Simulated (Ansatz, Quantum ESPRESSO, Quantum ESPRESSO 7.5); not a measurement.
# W(100) under a row of overlayers

Wanted: work-function changes of W(100) along a row of adsorbates.

Main program and level: Quantum ESPRESSO 7.5; plane-wave DFT, PBE, GBRV ultrasoft pseudopotentials (geometry by Ansatz 0.2.0 with PAW datasets; geometry under PBE).

**What experiment says.**

“Anisotropic work function of elemental crystals” (2019, arxiv:1902.07811) quotes from earlier work for W (clean (100) face, which reconstructs): work function (clean (100) face, which reconstructs) 4.65 eV.

Report form: the programs' logs are mostly left out.

## Step 1: Set-up

The cell holds 5 atoms: 5 W. Cell: a = 3.160 Å, b = 3.160 Å, c = 22.320 Å, α = 90.0°, β = 90.0°, γ = 90.0°. It derives from W. Vacuum lies along c.

This is the clean slab. Each overlayer is one atom a surface cell, set on the hollow site and held there by symmetry.

## Step 2: Geometry from Ansatz, clean face

The geometry comes first, from a plane-wave PAW code, so that the later runs on this slab share one structure.

File input.yaml:

```yaml
crystal:
  lattice:
    - [3.16, 0.0, 0.0]
    - [0.0, 3.16, 0.0]
    - [0.0, 0.0, 22.32]
  atoms:
    - { symbol: W, position: [0.0, 0.0, 0.3584229391] }
    - { symbol: W, position: [0.5, 0.5, 0.4292114695] }
    - { symbol: W, position: [0.0, 0.0, 0.5] }
    - { symbol: W, position: [0.5, 0.5, 0.5707885305] }
    - { symbol: W, position: [0.0, 0.0, 0.6415770609] }
kpoints:
  mp_grid: { grid: [8, 8, 1] }
hamiltonian:
  xc: pbe
scf:
  occupations: { method: fermi_dirac, width: 0.1 }
  convergence: { dr2_threshold: 1.0e-08 }
efield:
  axis: 3
  dipole_correction: true
  ramp_position: 0.97
  ramp_width: 0.04
relax:
  f_tol: 0.01
  constraints: [{ sites: [0, 1, 2] }]
output:
  write_potential: true
  write_density: true
  volumetric_format: npy
```

The run is started by

```
$ ansatz run input.yaml --threads 4 --pin off --max-ram 8192MiB --backend cpu --events-out ev --progress --plain --runs-dir out
```

It took 13 s on 4 threads of Arm Neoverse V2, shared host; peak memory 0.54 GiB.

The steps of the relaxation:

| step | energy less that of the first step (eV) | largest force component (eV/Å) |
| --- | --- | --- |
| 1 | 0.0000 | 1.6397 |
| 2 | 0.0885 | 2.4132 |
| 3 | -0.1183 | 0.1300 |
| 4 | -0.1190 | 0.0130 |
| 5 | -0.1190 | 0.0084 |

Relaxation step 2 was tried and not accepted.

The atoms that moved most (Å):

```
atom     dx     dy      dz  length
  W5  0.000  0.000  -0.088   0.088
  W4  0.000  0.000   0.064   0.064
```

Final coordinates:

```xyz
5
Lattice="3.1600 0.0000 0.0000 0.0000 3.1600 0.0000 0.0000 0.0000 22.3200" Properties=species:S:1:pos:R:3
W     0.0000    0.0000    8.0000
W     1.5800    1.5800    9.5800
W     0.0000    0.0000   11.1600
W     1.5800    1.5800   12.8043
W     0.0000    0.0000   14.2323
```

The relaxation lowers the energy by 24 meV an atom. Held were the atoms numbered 1, 2 and 3; the forces quoted are those on the free ones.

Read from the output:

```
free energy                     : -51919.0622 eV
energy at zero smearing         : -51918.9747 eV
smearing term TS                : 0.1749 eV
Fermi energy                    : 5.420 eV
symmetry operations             : 8
work function of the upper face : 4.129 eV
work function of the lower face : 4.250 eV
dipole along the normal         : 0.006672 e·Å
```

## Step 3: Ground state, clean face

Open boundaries by another road: assume_isolated = 'esm' with bc1, the slab centred on z = 0.

Level of this step: plane-wave DFT, PBE, GBRV ultrasoft pseudopotentials (Quantum ESPRESSO 7.5).

File clean.esm.in:

```
&control
  prefix = 'clean.esm'
  outdir = './out'
  pseudo_dir = './pseudo'
  calculation = 'scf'
  tprnfor = .true.
/
&system
  ibrav = 0
  nat = 5
  ntyp = 1
  ecutwfc = 40
  ecutrho = 200
  occupations = 'smearing'
  smearing = 'mv'
  degauss = 0.02
  assume_isolated = 'esm'
  esm_bc = 'bc1'
/
&electrons
  conv_thr = 1e-07
  mixing_beta = 0.4
  electron_maxstep = 120
  mixing_mode = 'local-TF'
/
ATOMIC_SPECIES
  W   183.8400  w_pbe_v1.2.uspp.F.UPF
CELL_PARAMETERS angstrom
  3.16000000000000 0.00000000000000 0.00000000000000
  0.00000000000000 3.16000000000000 0.00000000000000
  0.00000000000000 0.00000000000000 22.32000000000000
ATOMIC_POSITIONS crystal
  W   0.000000000000 0.000000000000 -0.139612061118
  W   0.500000000000 0.500000000000 -0.068823530718
  W   0.000000000000 0.000000000000 0.001964999782
  W   0.500000000000 0.500000000000 0.075633152747
  W   -0.000000000000 0.000000000000 0.139612061118
K_POINTS automatic
  8 8 1 0 0 0
```

The run is started by

```
$ OMP_NUM_THREADS=1 mpirun -n 4 pw.x -nk 4 -in clean.esm.in > clean.esm.out
```

The job ended after 70 s (4 MPI ranks; peak memory 0.77 GiB).

Numbers from this step:

* free energy: -10820.7075 eV
* Fermi energy: -4.189 eV
* vacuum line at the lower end of the cell, over the Fermi level: 4.243 eV
* vacuum line at the upper end of the cell, over the Fermi level: 4.136 eV

The potential energy, planar mean oscillates, so the rows of the table below give means over windows of 1 Å about each position, cut where the curve ends. Its maxima inside the range that stand out by 2 % of the span (Å: eV): -2.3: -8.02, -0.7: -8.53, 0.8: -7.78, 2.4: -10.1. Its minima: -3.0: -10.2, -1.5: -10.8, 0.0: -10.7, 1.7: -10.9, 3.0: -10.6.

Electrostatic potential energy of an electron; zero at the Fermi level. The potential energy, planar mean by z; means over each step:

```csv
z (Å),"potential energy, planar mean (eV)"
-11,4.24
-10,4.24
-9,4.24
-8,4.24
-7,4.23
-6,4.15
-5,3.40
-4,-2.25
-3,-9.43
-2,-9.19
-1,-9.38
0,-10.1
1,-8.64
2,-10.5
3,-10.0
4,-2.26
5,3.31
6,4.04
7,4.12
8,4.13
9,4.14
10,4.14
11,4.14
```

The vacuum levels are read from the outermost 0.7 Å of the cell on either side.

The run needed 29 iterations to bring the estimated error under 1e-07 Ry; the largest force on any atom, held or free, is 1.18 eV/Å.

Inside the slab this potential holds the local part of the pseudopotentials, which can be repulsive at the nuclei; only its value in the vacuum has a meaning of its own.

## Step 4: Projected density of states, clean face

Projections on atomic orbitals tell which layers and orbitals hold the states near the zero of energy.

File clean.pdos.in:

```
&projwfc
  prefix = 'clean.esm'
  outdir = './out'
  filpdos = 'clean.pdos'
  Emin = -12.189
  Emax = -0.189
  DeltaE = 0.1
  ngauss = 0
  degauss = 0.01
/
```

The run is started by

```
$ OMP_NUM_THREADS=1 mpirun -n 4 projwfc.x -in clean.pdos.in > clean.pdos.out
```

Run time: 1.3 s. Hardware: 4 MPI ranks; peak memory 0.14 GiB.

Read from the output:

```
spilling of the projection : 9.00e-4
```

Projected DOS an atom over height of the atomic layer and energy from the Fermi level. Columns are the atomic layers from the bottom up.

Ten even steps from '0' (0.01 states/eV) to '9' (2.14 states/eV), each cell a mean:
```
73426
72316
81218
91218
83238
53224
44444
66656
55545
68786
25453
13332
58574
23343
13542
12431
12321
01110
00100
00000
00000
00000
```
Columns: height of the atomic layer (Å) from -3.12 to 3.12 (not evenly spaced); rows upwards: energy from the Fermi level (eV) from -8.00 to 1.20.

The atomic orbitals miss 0.1 % of the occupied states; for empty states the projections can miss much more.

## Step 5: Relaxation with Ansatz, Cu overlayer

Level of this step: plane-wave DFT, PBE, Ansatz PAW (Ansatz 0.2.0).

System of this step: W(100), 5 layers, one monolayer of Cu on hollow sites. The cell holds 6 atoms: 5 W and 1 Cu. Cell: a = 3.160 Å, b = 3.160 Å, c = 25.320 Å, α = 90.0°, β = 90.0°, γ = 90.0°. It derives from W. Vacuum lies along c.

input.yaml, the sections that differ from step 2:

```yaml
crystal:
  lattice:
    - [3.16, 0.0, 0.0]
    - [0.0, 3.16, 0.0]
    - [0.0, 0.0, 25.32]
  atoms:
    - { symbol: W, position: [0.0, 0.0, 0.3278041074] }
    - { symbol: W, position: [0.5, 0.5, 0.3902053712] }
    - { symbol: W, position: [0.0, 0.0, 0.4526066351] }
    - { symbol: W, position: [0.5, 0.5, 0.5150078989] }
    - { symbol: W, position: [0.0, 0.0, 0.5774091627] }
    - { symbol: Cu, position: [0.5, 0.5, 0.6528715117] }
# kpoints, hamiltonian, scf, efield, relax, output: as in step 2
```

The run is started by

```
$ ansatz run input.yaml --threads 4 --pin off --max-ram 8192MiB --backend cpu --events-out ev --progress --plain --runs-dir out
```

It took 23 s on 4 threads; peak memory 0.69 GiB.

Relaxation path:

```
step  energy less that of the first step (eV)  largest force component (eV/Å)
   1                                   0.0000                          1.3497
   2                                  -0.2655                          0.8194
   3                                  -0.3799                          0.3078
   4                                  -0.4023                          0.0518
   5                                  -0.4029                          0.0083
```

The atoms that moved most (Å):

```
atom     dx     dy      dz  length
 Cu6  0.000  0.000  -0.515   0.515
  W4  0.000  0.000   0.021   0.021
  W5  0.000  0.000  -0.018   0.018
```

The relaxed structure:

```xyz
6
Lattice="3.1600 0.0000 0.0000 0.0000 3.1600 0.0000 0.0000 0.0000 25.3200" Properties=species:S:1:pos:R:3
W     0.0000    0.0000    8.3000
W     1.5800    1.5800    9.8800
W     0.0000    0.0000   11.4600
W     1.5800    1.5800   13.0613
W     0.0000    0.0000   14.6022
Cu    1.5800    1.5800   16.0158
```

The relaxation lowers the energy by 67 meV an atom. Held were the atoms numbered 1, 2 and 3; the forces quoted are those on the free ones.

Read from the output:

- free energy: -58544.7989 eV
- energy at zero smearing: -58544.7015 eV
- smearing term TS: 0.1949 eV
- Fermi energy: 5.039 eV
- work function of the upper face: 4.750 eV
- work function of the lower face: 4.218 eV
- dipole along the normal: -0.02934 e·Å

## Step 6: Ground state, Cu overlayer

Level of this step: plane-wave DFT, PBE, GBRV ultrasoft pseudopotentials (Quantum ESPRESSO 7.5).

File Cu.esm.in:

```
&control
  prefix = 'Cu.esm'
  outdir = './out'
  pseudo_dir = './pseudo'
  calculation = 'scf'
  tprnfor = .true.
/
&system
  ibrav = 0
  nat = 6
  ntyp = 2
  ecutwfc = 40
  ecutrho = 200
  occupations = 'smearing'
  smearing = 'mv'
  degauss = 0.02
  assume_isolated = 'esm'
  esm_bc = 'bc1'
/
&electrons
  conv_thr = 1e-07
  mixing_beta = 0.4
  electron_maxstep = 120
  mixing_mode = 'local-TF'
/
ATOMIC_SPECIES
  W   183.8400  w_pbe_v1.2.uspp.F.UPF
  Cu  63.5460  cu_pbe_v1.2.uspp.F.UPF
CELL_PARAMETERS angstrom
  3.16000000000000 0.00000000000000 0.00000000000000
  0.00000000000000 3.16000000000000 0.00000000000000
  0.00000000000000 0.00000000000000 25.32000000000000
ATOMIC_POSITIONS crystal
  W   0.000000000000 0.000000000000 -0.152366072791
  W   0.500000000000 0.500000000000 -0.089964808991
  W   0.000000000000 0.000000000000 -0.027563545091
  W   0.500000000000 0.500000000000 0.035678931696
  W   -0.000000000000 0.000000000000 0.096535799234
  Cu  0.500000000000 0.500000000000 0.152366072791
K_POINTS automatic
  8 8 1 0 0 0
```

The run is started by

```
$ OMP_NUM_THREADS=1 mpirun -n 4 pw.x -nk 4 -in Cu.esm.in > Cu.esm.out
```

The job ended after 7.8 min (4 MPI ranks; peak memory 1 GiB).

The run ended without convergence. The estimated SCF accuracy went from 1.14e+03 Ry in the first cycle kept to 8.28e-06 Ry at best and 8.28e-06 Ry in the last.

More iterations help only where the error still falls; otherwise the mixing, the start or the set-up has to change.

## Step 7: Geometry from Ansatz, Ag overlayer

Level of this step: plane-wave DFT, PBE, Ansatz PAW (Ansatz 0.2.0).

System of this step: W(100), 5 layers, one monolayer of Ag on hollow sites. The cell holds 6 atoms: 5 W and 1 Ag. Its edges and angles: a = 3.160 Å, b = 3.160 Å, c = 25.320 Å, α = 90.0°, β = 90.0°, γ = 90.0°. It derives from W. Vacuum lies along c.

input.yaml is the input of step 5 with these lines changed:

```diff
@@ -11,3 +11,3 @@
     - { symbol: W, position: [0.0, 0.0, 0.5774091627] }
-    - { symbol: Cu, position: [0.5, 0.5, 0.6528715117] }
+    - { symbol: Ag, position: [0.5, 0.5, 0.6605551078] }
 kpoints:
```

The run is started by

```
$ ansatz run input.yaml --threads 4 --pin off --max-ram 8192MiB --backend cpu --events-out ev --progress --plain --runs-dir out
```

It took 21 s on 4 threads; peak memory 0.69 GiB; 82 s of CPU time.

Relaxation path:

```csv
step,energy less that of the first step (eV),largest force component (eV/Å)
1,0.0000,0.7319
2,-0.0685,0.8569
3,-0.0919,0.2485
4,-0.0967,0.0333
5,-0.0968,0.0023
```

Forces are held to the 8 operations that the run works with; a distortion that breaks them can't arise in this run.

The atoms that moved most (Å):

```csv
atom,dx,dy,dz,length
Ag6,0.000,0.000,-0.249,0.249
W5,0.000,0.000,-0.035,0.035
W4,0.000,0.000,0.021,0.021
```

The relaxed structure:

```xyz
6
Lattice="3.1600 0.0000 0.0000 0.0000 3.1600 0.0000 0.0000 0.0000 25.3200" Properties=species:S:1:pos:R:3
W     0.0000    0.0000    8.3000
W     1.5800    1.5800    9.8800
W     0.0000    0.0000   11.4600
W     1.5800    1.5800   13.0608
W     0.0000    0.0000   14.5853
Ag    1.5800    1.5800   16.4762
```

The relaxation lowers the energy by 16 meV an atom. Held were the atoms numbered 1, 2 and 3; the forces quoted are those on the free ones.

This step gave:

| Item | Value |
| --- | --- |
| free energy | -59510.2323 eV |
| energy at zero smearing | -59510.1402 eV |
| smearing term TS | 0.1841 eV |
| Fermi energy | 5.661 eV |
| work function of the upper face | 4.316 eV |
| work function of the lower face | 4.236 eV |
| dipole along the normal | -0.004419 e·Å |

## Step 8: Self-consistent run, Ag overlayer

Level of this step: plane-wave DFT, PBE, GBRV ultrasoft pseudopotentials (Quantum ESPRESSO 7.5).

File Ag.esm.in:

```
&control
  prefix = 'Ag.esm'
  outdir = './out'
  pseudo_dir = './pseudo'
  calculation = 'scf'
  tprnfor = .true.
/
&system
  ibrav = 0
  nat = 6
  ntyp = 2
  ecutwfc = 40
  ecutrho = 200
  occupations = 'smearing'
  smearing = 'mv'
  degauss = 0.02
  assume_isolated = 'esm'
  esm_bc = 'bc1'
/
&electrons
  conv_thr = 1e-07
  mixing_beta = 0.4
  electron_maxstep = 120
  mixing_mode = 'local-TF'
/
ATOMIC_SPECIES
  W   183.8400  w_pbe_v1.2.uspp.F.UPF
  Ag  107.8682  ag_pbe_v1.4.uspp.F.UPF
CELL_PARAMETERS angstrom
  3.16000000000000 0.00000000000000 0.00000000000000
  0.00000000000000 3.16000000000000 0.00000000000000
  0.00000000000000 0.00000000000000 25.32000000000000
ATOMIC_POSITIONS crystal
  W   0.000000000000 0.000000000000 -0.161458262689
  W   0.500000000000 0.500000000000 -0.099056998889
  W   0.000000000000 0.000000000000 -0.036655734989
  W   0.500000000000 0.500000000000 0.026568376015
  W   -0.000000000000 0.000000000000 0.086775633352
  Ag  0.500000000000 0.500000000000 0.161458262689
K_POINTS automatic
  8 8 1 0 0 0
```

The run is started by

```
$ OMP_NUM_THREADS=1 mpirun -n 4 pw.x -nk 4 -in Ag.esm.in > Ag.esm.out
```

Wall time 3.6 min (4 MPI ranks); peak memory 1 GiB; 14 min of CPU time.

This step gave:

```
free energy                                                    : -14843.4578 eV
Fermi energy                                                   : -4.276 eV
vacuum line at the lower end of the cell, over the Fermi level : 4.229 eV
vacuum line at the upper end of the cell, over the Fermi level : 4.323 eV
```

The potential energy, planar mean oscillates, so the rows of the table below give means over windows of 1.58 Å about each position, cut where the curve ends. Its maxima inside the range that stand out by 2 % of the span (Å: eV): -3.3: -7.99, -1.8: -8.55, -0.1: -8.22, 1.4: -8.85, 3.2: -3.06. Its minima: -4.0: -10.2, -2.5: -10.7, -0.9: -10.8, 0.7: -10.7, 2.1: -10.5, 4.1: -15.4.

Electrostatic potential energy of an electron; zero at the Fermi level. Table of potential energy, planar mean by z; means over each step:

```
 z (Å)  potential energy, planar mean (eV)
-11.87                                4.23
-10.29                                4.23
 -8.71                                4.23
 -7.13                                4.14
 -5.55                                1.56
 -3.97                               -8.59
 -2.39                               -9.54
 -0.81                               -9.58
  0.77                               -9.64
  2.35                               -8.30
  3.93                               -9.02
  5.51                                2.63
  7.09                                4.29
  8.67                                4.32
 10.25                                4.32
 11.83                                4.32
```

The covered face stands at 4.32 eV against 4.14 eV when clean.

Inside the slab this potential holds the local part of the pseudopotentials, which can be repulsive at the nuclei; only its value in the vacuum has a meaning of its own.

## Step 9: Projections on atomic orbitals, Ag overlayer

File Ag.pdos.in:

```
&projwfc
  prefix = 'Ag.esm'
  outdir = './out'
  filpdos = 'Ag.pdos'
  Emin = -12.276
  Emax = -0.276
  DeltaE = 0.1
  ngauss = 0
  degauss = 0.01
/
```

The run is started by

```
$ OMP_NUM_THREADS=1 mpirun -n 4 projwfc.x -in Ag.pdos.in > Ag.pdos.out
```

It took 1.6 s on 4 MPI ranks; peak memory 0.16 GiB; 6.5 s of CPU time.

Numbers from this step:

```
spilling of the projection : 7.00e-4
```

Projected DOS an atom over height of the atomic layer and energy from the Fermi level. Columns are the atomic layers from the bottom up.

Ten even steps from '0' (0.0 states/eV) to '9' (5.7 states/eV), each cell a mean:
```
211000
311120
201020
300031
410120
210120
111110
212110
212221
222220
122210
011102
121119
111119
011119
011113
011111
000000
000000
000000
000000
000000
```
Columns: height of the atomic layer (Å) from -4.09 to 4.09 (not evenly spaced); rows upwards: energy from the Fermi level (eV) from -8.00 to 1.50.

The atomic orbitals miss 0.1 % of the occupied states; for empty states the projections can miss much more.

## Step 10: Relaxation with Ansatz, Au overlayer

Level of this step: plane-wave DFT, PBE, Ansatz PAW (Ansatz 0.2.0).

System of this step: W(100), 5 layers, one monolayer of Au on hollow sites. The cell holds 6 atoms: 5 W and 1 Au. Cell: a = 3.160 Å, b = 3.160 Å, c = 25.320 Å, α = 90.0°, β = 90.0°, γ = 90.0°. It derives from W. Vacuum lies along c.

input.yaml is the input of step 7 with these lines changed:

```diff
@@ -11,3 +11,3 @@
     - { symbol: W, position: [0.0, 0.0, 0.5774091627] }
-    - { symbol: Ag, position: [0.5, 0.5, 0.6605551078] }
+    - { symbol: Au, position: [0.5, 0.5, 0.6552804018] }
 kpoints:
```

The run is started by

```
$ ansatz run input.yaml --threads 4 --pin off --max-ram 8192MiB --backend cpu --events-out ev --progress --plain --runs-dir out
```

Run time: 20 s. Hardware: 4 threads; peak memory 0.7 GiB.

Relaxation path:

| step | energy less that of the first step (eV) | largest force component (eV/Å) |
| --- | --- | --- |
| 1 | 0.0000 | 0.7921 |
| 2 | -0.0657 | 0.6042 |
| 3 | -0.0796 | 0.2159 |
| 4 | -0.0840 | 0.0404 |
| 5 | -0.0841 | 0.0064 |

The atoms that moved most (Å):

```csv
atom,dx,dy,dz,length
Au6,0.000,0.000,-0.201,0.201
W5,0.000,0.000,-0.018,0.018
W4,0.000,0.000,0.009,0.009
```

The relaxed structure:

```xyz
6
Lattice="3.1600 0.0000 0.0000 0.0000 3.1600 0.0000 0.0000 0.0000 25.3200" Properties=species:S:1:pos:R:3
W     0.0000    0.0000    8.3000
W     1.5800    1.5800    9.8800
W     0.0000    0.0000   11.4600
W     1.5800    1.5800   13.0492
W     0.0000    0.0000   14.6025
Au    1.5800    1.5800   16.3904
```

The relaxation lowers the energy by 14 meV an atom. Held were the atoms numbered 1, 2 and 3; the forces quoted are those on the free ones.

This step gave:

| Item | Value |
| --- | --- |
| free energy | -65069.3975 eV |
| energy at zero smearing | -65069.3123 eV |
| smearing term TS | 0.1704 eV |
| Fermi energy | 5.705 eV |
| work function of the upper face | 4.931 eV |
| work function of the lower face | 4.245 eV |
| dipole along the normal | -0.03789 e·Å |

(Part 1 of 2 ends here.)

[Logs are printed without paths, hosts, clocks, repeated set-up lines and the standing remarks that a program may print on its own settings, such as how far it seeks lower states.]

[Hosts, paths, dates, database ids (printed as entryN), source tags and the programs' standing remarks are cut or masked in the printed files.]

[Maps of the electrostatic potential energy from Ansatz leave out the sawtooth potential of an applied field or a dipole correction, so their vacuum need not be flat; planar profiles and work functions include it.]
